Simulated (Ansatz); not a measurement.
**Cd5B3ClO9 (Cm): converging the G0W0 gap**

Aim: see how the G0W0 gap of Cd5B3ClO9 (Cm) on PBE moves with empty bands and screening cutoff, and what each rung costs.

Calculated with Ansatz 0.2.0; G0W0 on PBE, plane waves, PAW; PAW set soft_1.

### 1. The structure

It takes space group Cm (No. 8, monoclinic). The conventional cell has a = 8.172 Å, b = 16.061 Å, c = 3.474 Å, α = 90.00°, β = 99.29°, γ = 90.00°. Nearest to Cd lie 5 O at 2.19 to 2.37 Å and 1 Cl at 2.56 Å. Cd has 6 O at 2.30 to 2.67 Å nearest. Cd has 4 O at 2.17 to 2.36 Å and 2 Cl at 2.57 to 2.61 Å nearest. Nearest to B lie 3 O at 1.38 Å. Nearest to B lie 3 O at 1.38 to 1.40 Å. Cl has 4 Cd at 2.56 to 2.61 Å nearest. Farther neighbours and most contacts between anions are not listed.

Geometry: measured cell, ions relaxed with PBE. The runs that relaxed it are not among those shown.

### 2. 169 empty bands, screening to 48 eV

Now the one-shot GW correction: screening in the RPA, then the self-energy of the levels asked for. This step takes PAW set soft_1 files.

Contents of input.yaml:

```yaml
crystal:
  lattice:
    - [4.086, -8.0305, 0.0]
    - [4.086, 8.0305, 0.0]
    - [-0.5610688069, 0.0, 3.4284942182]
  atoms:
    - { symbol: Cd, position: [0.9903899046, 0.7342556792, 0.5662659888] }
    - { symbol: Cd, position: [0.7342556792, 0.9903899046, 0.5662659888] }
    - { symbol: Cd, position: [0.3113911839, 0.6630019832, 0.9124457693] }
    - { symbol: Cd, position: [0.6630019832, 0.3113911839, 0.9124457693] }
    - { symbol: Cd, position: [0.2871762088, 0.2871762088, 0.3102574688] }
    - { symbol: B, position: [0.6210609171, 0.6210609171, 0.9737592675] }
    - { symbol: B, position: [0.972075933, 0.3689018994, 0.3370010488] }
    - { symbol: B, position: [0.3689018994, 0.972075933, 0.3370010488] }
    - { symbol: Cl, position: [0.049188481, 0.049188481, 0.7118210963] }
    - { symbol: O, position: [0.7759792855, 0.623579409, 0.0193502893] }
    - { symbol: O, position: [0.623579409, 0.7759792855, 0.0193502893] }
    - { symbol: O, position: [0.4502306784, 0.4502306784, 0.8744954667] }
    - { symbol: O, position: [0.1618372402, 0.4552599818, 0.3467663233] }
    - { symbol: O, position: [0.4552599818, 0.1618372402, 0.3467663233] }
    - { symbol: O, position: [0.1966350256, 0.8360258997, 0.1252240285] }
    - { symbol: O, position: [0.8360258997, 0.1966350256, 0.1252240285] }
    - { symbol: O, position: [0.9120354728, 0.4534148167, 0.5549599024] }
    - { symbol: O, position: [0.4534148167, 0.9120354728, 0.5549599024] }
kpoints:
  mp_grid: { grid: [2, 2, 4] }
hamiltonian:
  xc: pbe
  pseudopotentials: { kind: paw, azcp: { folder: soft_1 } }
scf:
  occupations: { method: fixed }
gw:
  n_empty_bands: 169
  ecut_chi: 48
  qp_bands: [v4, c4]
  qp_kpoints: band_edges
  screening: { model: contour_deformation }
```

On the command line:

```console
> ansatz run input.yaml --threads 2 --pin off --max-ram 92160MiB --backend cuda --events-out ev --progress --plain --runs-dir out --devices 1 --max-vram 13GiB
```

Numbers of over 12 decimals in the logs are rounded to 6 here.

Log:

```text
GPUs: using 1 of 1 available (devices: 1).
Engine: ansatz 0.2.0, x86_64-unknown-linux-gnu
Pseudopotentials: kind: paw
Pseudopotential: Cd, paw, valence charge 20, recommended cutoff 420 eV (normal), soft_1/Cd.paw.azcp
Pseudopotential: B, paw, valence charge 3, recommended cutoff 420 eV (normal), soft_1/B.paw.azcp
Pseudopotential: Cl, paw, valence charge 7, recommended cutoff 420 eV (normal), soft_1/Cl.paw.azcp
Pseudopotential: O, paw, valence charge 6, recommended cutoff 420 eV (normal), soft_1/O.paw.azcp
Functional definition: PBE
  parameter kappa = 0.804
  parameter beta = 0.066725
  exchange = pbe_x(kappa = kappa, mu = beta*pi^2/3)
  correlation = pbe_c(beta = beta)
device memory: the entry about to start is reckoned to put 3.4 GiB on a device that reports 64.3 GiB free (of which the cap on the GPU budget leaves the run 13.0 GiB)
GPU FFT provider: cuFFT
GPU libraries: cuBLAS 13.8.2, cuFFT 12.4.0, cuSOLVER 12.3.4
Crystal: 18 atoms, lattice volume = 224.996 Å³
Basis set: ecut = 420 eV, 4399 PW (Γ)
Bands: 103, of which v1, the nominal top of the filled ones, is band 85 counted from 1 (84 counted from 0)
Symmetry: 2 space group operations
Space group: Cm (ITA 8), of the structure as read, at distance tolerance 6.1e-5 Å
k-points: 9 of 16 (time reversal used)
Non-local potential: Cd, projectors of the file, l = 0: 3, l = 1: 2, l = 2: 2, l = 3: 1
Non-local potential: B, projectors of the file, l = 0: 2, l = 1: 2, l = 2: 1
Non-local potential: Cl, projectors of the file, l = 0: 2, l = 1: 2, l = 2: 1
Non-local potential: O, projectors of the file, l = 0: 2, l = 1: 2, l = 2: 1
PAW form: soft (Blöchl's): semilocal exchange-correlation on the pseudo side does not see the compensation charge
PAW one-centre angular grid: Cd, 590 points (default); XC on 64 Gauss nodes
PAW one-centre angular grid: B, 110 points (default); XC on 64 Gauss nodes
PAW one-centre angular grid: Cl, 110 points (default); XC on 64 Gauss nodes
PAW one-centre angular grid: O, 110 points (default); XC on 64 Gauss nodes
Initial density: superposition of atomic densities (chi_scale 0.1, normalization cell, long waves kept (reshape's long-wave potential 0.07 eV rms))
Initial wavefunctions: pseudopotential atomic-orbital guess
GPU buffer pool allocated for 98304 grid points (all kernels)
GPU transforms: local potential and band sums: pruned to the plane-wave sphere, on 64×64×24
Functional: x = pbe(κ = 0.804, μ = 0.219515), c = pbe(β = 0.066725)
SCF iter   1: F=—  HF=-47940.488101 eV  |F-HF|=—  |Δ(HF+E_count)|=         —  Δρ=9.48e-2  dr2=1.84e1  ethr=3.10e-3  ⟨swp⟩=5.0  Hψ=2802  notcnv=0  defer=141
preconditioner: auto → Resta (q_TF=auto, 2.604 Å⁻¹)  ε∞=4.5  [insulator: Δε(μ)=1.856 eV  Ē_g=15.061 eV  n_scr=66 (ndim 8)  ℏωp=28.2 eV  f_vac=0.009  ε∞_Penn≈4.5]
SCF iter   2: F=—  HF=-47934.716808 eV  |F-HF|=—  |Δ(HF+E_count)|=    5.77e0  Δρ=3.57e-2  dr2=2.73e0  ethr=3.10e-3  ⟨swp⟩=3.0  Hψ=1905  notcnv=0  defer=138
SCF iter   3: F=—  HF=-47934.125522 eV  |F-HF|=—  |Δ(HF+E_count)|=   5.91e-1  Δρ=1.34e-2  dr2=3.86e-1  ethr=1.60e-3  ⟨swp⟩=2.4  Hψ=1304  notcnv=0  defer=142
SCF iter   4: F=—  HF=-47934.092510 eV  |F-HF|=—  |Δ(HF+E_count)|=   3.30e-2  Δρ=5.78e-3  dr2=7.06e-2  ethr=2.27e-4  ⟨swp⟩=3.1  Hψ=1819  notcnv=0  defer=141
SCF iter   5: F=—  HF=-47934.086856 eV  |F-HF|=—  |Δ(HF+E_count)|=   5.65e-3  Δρ=2.11e-3  dr2=9.26e-3  ethr=4.15e-5  ⟨swp⟩=2.0  Hψ=1420  notcnv=0  defer=142
SCF iter   6: F=—  HF=-47934.092710 eV  |F-HF|=—  |Δ(HF+E_count)|=   5.85e-3  Δρ=8.84e-4  dr2=1.41e-3  ethr=5.45e-6  ⟨swp⟩=2.4  Hψ=1424  notcnv=0  defer=144
SCF iter   7: F=—  HF=-47934.093287 eV  |F-HF|=—  |Δ(HF+E_count)|=   5.77e-4  Δρ=2.75e-4  dr2=1.55e-4  ethr=8.31e-7  ⟨swp⟩=2.0  Hψ=1415  notcnv=0  defer=144
SCF iter   8: F=—  HF=-47934.093496 eV  |F-HF|=—  |Δ(HF+E_count)|=   2.08e-4  Δρ=8.82e-5  dr2=1.61e-5  ethr=9.14e-8  ⟨swp⟩=2.0  Hψ=1408  notcnv=0  defer=133
SCF iter   9: F=—  HF=-47934.093512 eV  |F-HF|=—  |Δ(HF+E_count)|=   1.60e-5  Δρ=5.17e-5  dr2=5.18e-6  ethr=9.47e-9  ⟨swp⟩=2.0  Hψ=1512  notcnv=0  defer=113
SCF iter  10: F=—  HF=-47934.093513 eV  |F-HF|=—  |Δ(HF+E_count)|=   1.24e-6  Δρ=1.13e-5  dr2=3.56e-7  ethr=3.05e-9  ⟨swp⟩=2.0  Hψ=1376  notcnv=0  defer=115
SCF iter  11: F=-47934.093513 eV  HF=-47934.093513 eV  |F-HF|=4.29e-8  |Δ(HF+E_count)|=   4.59e-7  Δρ=7.20e-6  dr2=9.96e-8  ethr=5.88e-11  ⟨swp⟩=11.8  Hψ=3967  notcnv=0
SCF 1 converged in 11 iterations: F = -47934.093513 eV  dr2 = 9.96e-8
  greatest PAW one-centre occupation: 1.000 electrons in one spin orbital (limit 2), on the Cd atom at site 1 (counted from 0), in its partial waves of l = 1
device memory: the entry about to start is reckoned to put 4.0 GiB (of the 4.1 GiB reckoned in all, the device holds 0.1 GiB already) on a device that reports 52.3 GiB free (of which the cap on the GPU budget leaves the run 12.9 GiB)
NSCF: frozen V_eff on 9 k-points
the band table was solved once the SCF had ended and its energy, with any forces and stress, was formed, with the checks that follow a solve (3383 applications of the Hamiltonian). They found nothing against the state; the energy, forces and stress were not computed again (output.eigenvalues in the input reference)
device memory: the entry about to start is reckoned to put 3.5 GiB on a device that reports 52.3 GiB free (of which the cap on the GPU budget leaves the run 13.0 GiB)
NSCF: frozen V_eff on 9 k-points
G₀W₀ screening: q 1/9
[... further progress lines ...]
device memory: the entry about to start is reckoned to put 1.4 GiB on a device that reports 45.9 GiB free (of which the cap on the GPU budget leaves the run 13.0 GiB)
NSCF: frozen V_eff on 1 k-points
device memory: the entry about to start is reckoned to put 1.4 GiB on a device that reports 45.9 GiB free (of which the cap on the GPU budget leaves the run 13.0 GiB)
NSCF: frozen V_eff on 1 k-points
device memory: the entry about to start is reckoned to put 1.4 GiB on a device that reports 46.0 GiB free (of which the cap on the GPU budget leaves the run 13.0 GiB)
NSCF: frozen V_eff on 1 k-points
SCF converged after 11 iterations
Free energy (F): -47934.093513 eV
Harris-Foulkes:  -47934.093513 eV  (|F-HF|=4.29e-8)
Internal energy: -47934.093513 eV  (E = F + TS)
E sigma→0 (E₀):  -47934.093513 eV
Fermi energy:    8.408493 eV
--- Per-component energies (eV) ---
  E_band       = -2253.381450
  E_kinetic    = 4031.067540
  E_local      = -20559.691901  (includes V_loc(G=0)·N_el)
  E_nonlocal   = 1145.605604
  E_hartree    = 9183.856552
  E_xc         = -1629.557478
  E_vxc        = -2030.190813  (∫ρ·V_xc dr)
  E_paw        = -22868.977499  (= ΣΔE_a)
  E_vpaw       = -3207.890088  (= ΣTr[D̂ρ^β])
  E_aug_tail   = 0.008972  (compensation charges beyond the density's cutoff)
  E_ewald      = -17236.405304
  E_smearing   = -0.000000  (= −TS)
  E_closure    = 0.000000  (closes the sum)
  Σ components = -47934.093513   (vs F -47934.093513, Δ=0.00e0)
--- Band table (eV; the first three rows and the last of 9) ---
  k-point 0: bands = [... 81 lower, 7.8611, 7.9874, 8.2094, 8.3481, 10.3931, 13.0114, 13.3064, 13.5003, ... 14 higher]
  k-point 1: bands = [... 81 lower, 7.7518, 8.0543, 8.0872, 8.3819, 11.8649, 13.6533, 13.6917, 13.9737, ... 14 higher]
  k-point 2: bands = [... 81 lower, 7.8947, 7.9022, 8.1858, 8.4085, 13.1012, 13.5160, 13.9646, 14.1072, ... 14 higher]
  k-point 8: bands = [... 81 lower, 7.7706, 7.8560, 8.2267, 8.3343, 13.2291, 13.7122, 13.7540, 13.8392, ... 14 higher]
--- G₀W₀: contour deformation, 6 samples at zero and on the imaginary axis and 2 off it, 16 q-points, 169 empty bands' worth ---
  eigenvalues of the whole cell's RPA ε∞ on this k-mesh (on a slab, of 1 + 4πα/V) = 3.5584, 3.8370, 3.9959; static W/v taken at q = 0 is 0.264595
  gw.qp_kpoints: band_edges: 9 of 9 stored k-points solved, in 1 pass; an edge of the gap read off the rows below is read off those points alone
    ik  band        ε_KS         Σx   Σc(E_QP)       V_xc       Z   E_QP_lin       E_QP  E_QP is
     0    82      7.8611   -27.6276     4.4128   -22.6332  0.7817     7.2748     7.2795  root
     0    83      7.9874   -26.9113     4.9480   -21.3296  0.7666     7.3471     7.3537  root
     0    84      8.2094   -27.3819     4.9386   -21.8530  0.7666     7.6134     7.6191  root
     0    85      8.3481   -27.3547     5.0201   -21.8067  0.7645     7.8157     7.8202  root
     0    86     10.3931   -10.3192    -3.3430   -14.5462  0.8347    11.2837    11.2771  root
     0    87     13.0114    -9.3278    -3.6265   -14.0892  0.8260    14.1608    14.1464  root
     0    88     13.3064   -12.5118    -3.4480   -17.4688  0.8066    14.8474    14.8154  root
     0    89     13.5003   -10.7415    -3.7221   -15.8693  0.8199    14.9308    14.9059  root
     1    82      7.7518   -27.0606     4.7548   -21.7553  0.7692     7.1966     7.2013  root
     1    83      8.0543   -27.0247     4.9287   -21.5158  0.7648     7.4686     7.4742  root
     1    84      8.0872   -27.1392     5.0646   -21.4847  0.7637     7.4916     7.4974  root
     1    85      8.3819   -27.4728     4.9698   -21.9626  0.7668     7.8369     7.8415  root
     1    86     11.8649   -11.2225    -3.3787   -15.7955  0.8238    13.0736    13.0591  root
     1    87     13.6533   -11.9304    -3.6814   -17.1950  0.8082    15.2745    15.2365  root
     1    88     13.6917   -10.6703    -3.8531   -16.0521  0.8161    15.2534    15.2204  root
     1    89     13.9737   -11.1122    -3.8174   -16.4748  0.8148    15.5530    15.5189  root
     2    82      7.8947   -26.6539     5.0414   -21.0294  0.7604     7.3056     7.3115  root
     2    83      7.9022   -27.3058     4.8180   -21.9272  0.7685     7.3366     7.3415  root
     2    84      8.1858   -27.4648     5.0824   -21.7901  0.7656     7.5879     7.5935  root
     2    85      8.4085   -27.5375     4.8055   -22.1984  0.7712     7.8706     7.8749  root
     2    86     13.1012    -9.3224    -3.8352   -14.5599  0.8264    14.5271    14.5035  root
     2    87     13.5160    -9.7456    -3.9246   -15.1782  0.8189    15.0553    15.0241  root
     2    88     13.9646   -10.6414    -3.9411   -16.1767  0.8149    15.5980    15.5587  root
     2    89     14.1072   -10.5527    -3.8695   -15.9936  0.8134    15.7158    15.6786  root
[...]
8    82      7.7706   -26.2206     5.0662   -20.5545  0.7583     7.1643     7.1707  root
     8    83      7.8560   -27.3954     4.7683   -22.0649  0.7707     7.2890     7.2939  root
     8    84      8.2267   -27.6314     5.1149   -21.9270  0.7656     7.6316     7.6372  root
     8    85      8.3343   -27.5958     4.9115   -22.1355  0.7681     7.7809     7.7856  root
     8    86     13.2291    -9.0850    -3.8985   -14.4546  0.8255    14.7269    14.7003  root
     8    87     13.7122    -9.9501    -3.9966   -15.4906  0.8167    15.2908    15.2560  root
     8    88     13.7540   -11.0082    -3.8665   -16.4680  0.8139    15.3852    15.3473  root
     8    89     13.8392   -10.1857    -3.8547   -15.5697  0.8192    15.4002    15.3684  root
```

Elapsed: 21 s, on 1 × NVIDIA H100 80GB HBM3 (shared by 6 runs) with 2 threads of AMD EPYC 7R13 (Zen 3), shared host; peak memory 1.3 GiB; 24 s of CPU time.

The column dr2 measures how far the density is from self-consistency, as an energy; F and HF (Harris–Foulkes) agree once it is small.

Numbers from this step:

```
bands summed                                 : 254
RPA ε∞ on this mesh (eigenvalues)            : 3.558, 3.837, 3.996
plane waves in the screening matrix          : 165
q-points in the mesh                         : 16
G0W0 gap on the mesh                         : 3.402 eV
k of the valence top                         : 0, 0, -0.5
k of the conduction bottom                   : 0, 0, 0
starting gap on the mesh                     : 1.985 eV
Z at the valence top                         : 0.7712
Z at the conduction bottom                   : 0.8347
least direct G0W0 gap on the computed points : 3.457 eV
```

The gap on the mesh goes from 1.98 eV to 3.40 eV, a correction of +1.42 eV. Between the two edge states, bare exchange in place of the xc potential would open the gap by 9.57 eV, and correlation takes back 8.15 eV.

### 3. 480 empty bands, screening to 96 eV

Another rung: the empty bands reach about as high as the screening cutoff, so the two stay in balance.

input.yaml: that of step 2 with these lines changed.

```diff
@@ -32,4 +32,4 @@
 gw:
-  n_empty_bands: 169
-  ecut_chi: 48
+  n_empty_bands: 480
+  ecut_chi: 96
   qp_bands: [v4, c4]
```

Log:

```text
GPUs: using 1 of 1 available (devices: 1).
[...]
GPU FFT provider: cuFFT
GPU libraries: cuBLAS 13.8.2, cuFFT 12.4.0, cuSOLVER 12.3.4
Crystal: 18 atoms, lattice volume = 224.996 Å³
Basis set: ecut = 420 eV, 4399 PW (Γ)
Bands: 103, of which v1, the nominal top of the filled ones, is band 85 counted from 1 (84 counted from 0)
Symmetry: 2 space group operations
[...]
k-points: 9 of 16 (time reversal used)
[...]
GPU buffer pool allocated for 98304 grid points (all kernels)
[...]
SCF iter   1: F=—  HF=-47940.488101 eV  |F-HF|=—  |Δ(HF+E_count)|=         —  Δρ=9.48e-2  dr2=1.84e1  ethr=3.10e-3  ⟨swp⟩=5.0  Hψ=2802  notcnv=0  defer=141
[...]
SCF iter  11: F=-47934.093513 eV  HF=-47934.093513 eV  |F-HF|=4.29e-8  |Δ(HF+E_count)|=   4.59e-7  Δρ=7.20e-6  dr2=9.96e-8  ethr=5.88e-11  ⟨swp⟩=11.8  Hψ=3967  notcnv=0
SCF 1 converged in 11 iterations: F = -47934.093513 eV  dr2 = 9.96e-8
[...]
NSCF: frozen V_eff on 9 k-points
[...]
G₀W₀ screening: q 1/9
[... further progress lines ...]
[...]
SCF converged after 11 iterations
Free energy (F): -47934.093513 eV
[...]
Internal energy: -47934.093513 eV  (E = F + TS)
E sigma→0 (E₀):  -47934.093513 eV
Fermi energy:    8.408493 eV
[...]
--- Band table (eV; the first three rows and the last of 9) ---
  k-point 0: bands = [... 81 lower, 7.8611, 7.9874, 8.2094, 8.3481, 10.3931, 13.0114, 13.3064, 13.5003, ... 14 higher]
  k-point 1: bands = [... 81 lower, 7.7518, 8.0543, 8.0872, 8.3819, 11.8649, 13.6533, 13.6917, 13.9737, ... 14 higher]
  k-point 2: bands = [... 81 lower, 7.8947, 7.9022, 8.1858, 8.4085, 13.1012, 13.5160, 13.9646, 14.1072, ... 14 higher]
  k-point 8: bands = [... 81 lower, 7.7706, 7.8560, 8.2267, 8.3343, 13.2291, 13.7122, 13.7540, 13.8392, ... 14 higher]
[...]
0    82      7.8611   -27.6276     4.2248   -22.6332  0.7736     7.0834     7.0914  root
     0    83      7.9874   -26.9113     4.8016   -21.3296  0.7589     7.1974     7.2073  root
     0    84      8.2094   -27.3819     4.7990   -21.8530  0.7587     7.4710     7.4796  root
     0    85      8.3481   -27.3547     4.8758   -21.8067  0.7562     7.6687     7.6758  root
     0    86     10.3931   -10.3192    -3.5524   -14.5462  0.8295    11.0712    11.0678  root
     0    87     13.0114    -9.3278    -3.9254   -14.0892  0.8220    13.8547    13.8474  root
     0    88     13.3064   -12.5118    -3.7759   -17.4688  0.8003    14.5050    14.4875  root
     0    89     13.5003   -10.7415    -4.0691   -15.8693  0.8147    14.5715    14.5590  root
[...]
8    86     13.2291    -9.0850    -4.3319   -14.4546  0.8209    14.2785    14.2669  root
     8    87     13.7122    -9.9501    -4.4210   -15.4906  0.8120    14.8477    14.8316  root
     8    88     13.7540   -11.0082    -4.2756   -16.4680  0.8086    14.9564    14.9382  root
     8    89     13.8392   -10.1857    -4.2711   -15.5697  0.8141    14.9669    14.9520  root
```

Run time: 36 s. Hardware: 1 × NVIDIA H100 80GB HBM3 (shared by 6 runs) with 2 threads; peak memory 1.9 GiB; 45 s of CPU time.

Numbers from this step:

```
bands summed                                 : 565
RPA ε∞ on this mesh (eigenvalues)            : 3.561, 3.828, 3.987
plane waves in the screening matrix          : 487
q-points in the mesh                         : 16
G0W0 gap on the mesh                         : 3.350 eV
k of the valence top                         : 0, 0, -0.5
k of the conduction bottom                   : 0, 0, 0
starting gap on the mesh                     : 1.985 eV
Z at the valence top                         : 0.7629
Z at the conduction bottom                   : 0.8295
least direct G0W0 gap on the computed points : 3.392 eV
```

Against the run with 2×2×4 mesh, 169 empty bands, screening to 48 eV, PAW set soft_1 files, the gap moves by −0.05 eV.

### 4. 1033 empty bands, screening to 160 eV

input.yaml: that of step 3 with these lines changed.

```diff
@@ -32,4 +32,4 @@
 gw:
-  n_empty_bands: 480
-  ecut_chi: 96
+  n_empty_bands: 1033
+  ecut_chi: 160.0
   qp_bands: [v4, c4]
```

Log:

```text
GPUs: using 1 of 1 available (devices: 1).
[...]
GPU FFT provider: cuFFT
GPU libraries: cuBLAS 13.8.2, cuFFT 12.4.0, cuSOLVER 12.3.4
Crystal: 18 atoms, lattice volume = 224.996 Å³
Basis set: ecut = 420 eV, 4399 PW (Γ)
Bands: 103, of which v1, the nominal top of the filled ones, is band 85 counted from 1 (84 counted from 0)
Symmetry: 2 space group operations
[...]
k-points: 9 of 16 (time reversal used)
[...]
0    89     13.5003   -10.7415    -4.2429   -15.8693  0.8125    14.3935    14.3852  root
[...]
8    86     13.2291    -9.0850    -4.5082   -14.4546  0.8194    14.0983    14.0905  root
     8    87     13.7122    -9.9501    -4.6041   -15.4906  0.8105    14.6592    14.6485  root
     8    88     13.7540   -11.0082    -4.4705   -16.4680  0.8067    14.7554    14.7434  root
     8    89     13.8392   -10.1857    -4.4622   -15.5697  0.8124    14.7706    14.7609  root
[key lines of the parts left out:]
SCF converged after 11 iterations
Free energy (F): -47934.093513 eV
Fermi energy:    8.408493 eV
```

Run time: 83 s. Hardware: 1 × NVIDIA H100 80GB HBM3 (shared by 6 runs) with 2 threads; peak memory 3.7 GiB; 2.3 min of CPU time.

Numbers from this step:

```
bands summed                                 : 1118
RPA ε∞ on this mesh (eigenvalues)            : 3.537, 3.796, 3.953
plane waves in the screening matrix          : 1051
G0W0 gap on the mesh                         : 3.484 eV
k of the valence top                         : 0, 0, -0.5
k of the conduction bottom                   : 0, 0, 0
starting gap on the mesh                     : 1.985 eV
least direct G0W0 gap on the computed points : 3.525 eV
```

Against the run with 2×2×4 mesh, 480 empty bands, screening to 96 eV, PAW set soft_1 files, the gap moves by +0.13 eV.

[end of part 1 of 2]

[Paths, hosts, dates, memory and timing lines, banners, echoed tables and standing remarks are left out of the program output.]

[Logs are printed without paths, hosts, clocks, repeated set-up lines and the standing remarks that a program may print on its own settings, such as how far it seeks lower states.]

[Runs of the session that timed out or met a known fault of the program may be left out.]

[Cells called generated may have been cut or substituted from an entry of the Crystallography Open Database or the Materials Project.]

[Hosts, paths, dates, database ids (printed as entryN), source tags and the programs' standing remarks are cut or masked in the printed files.]
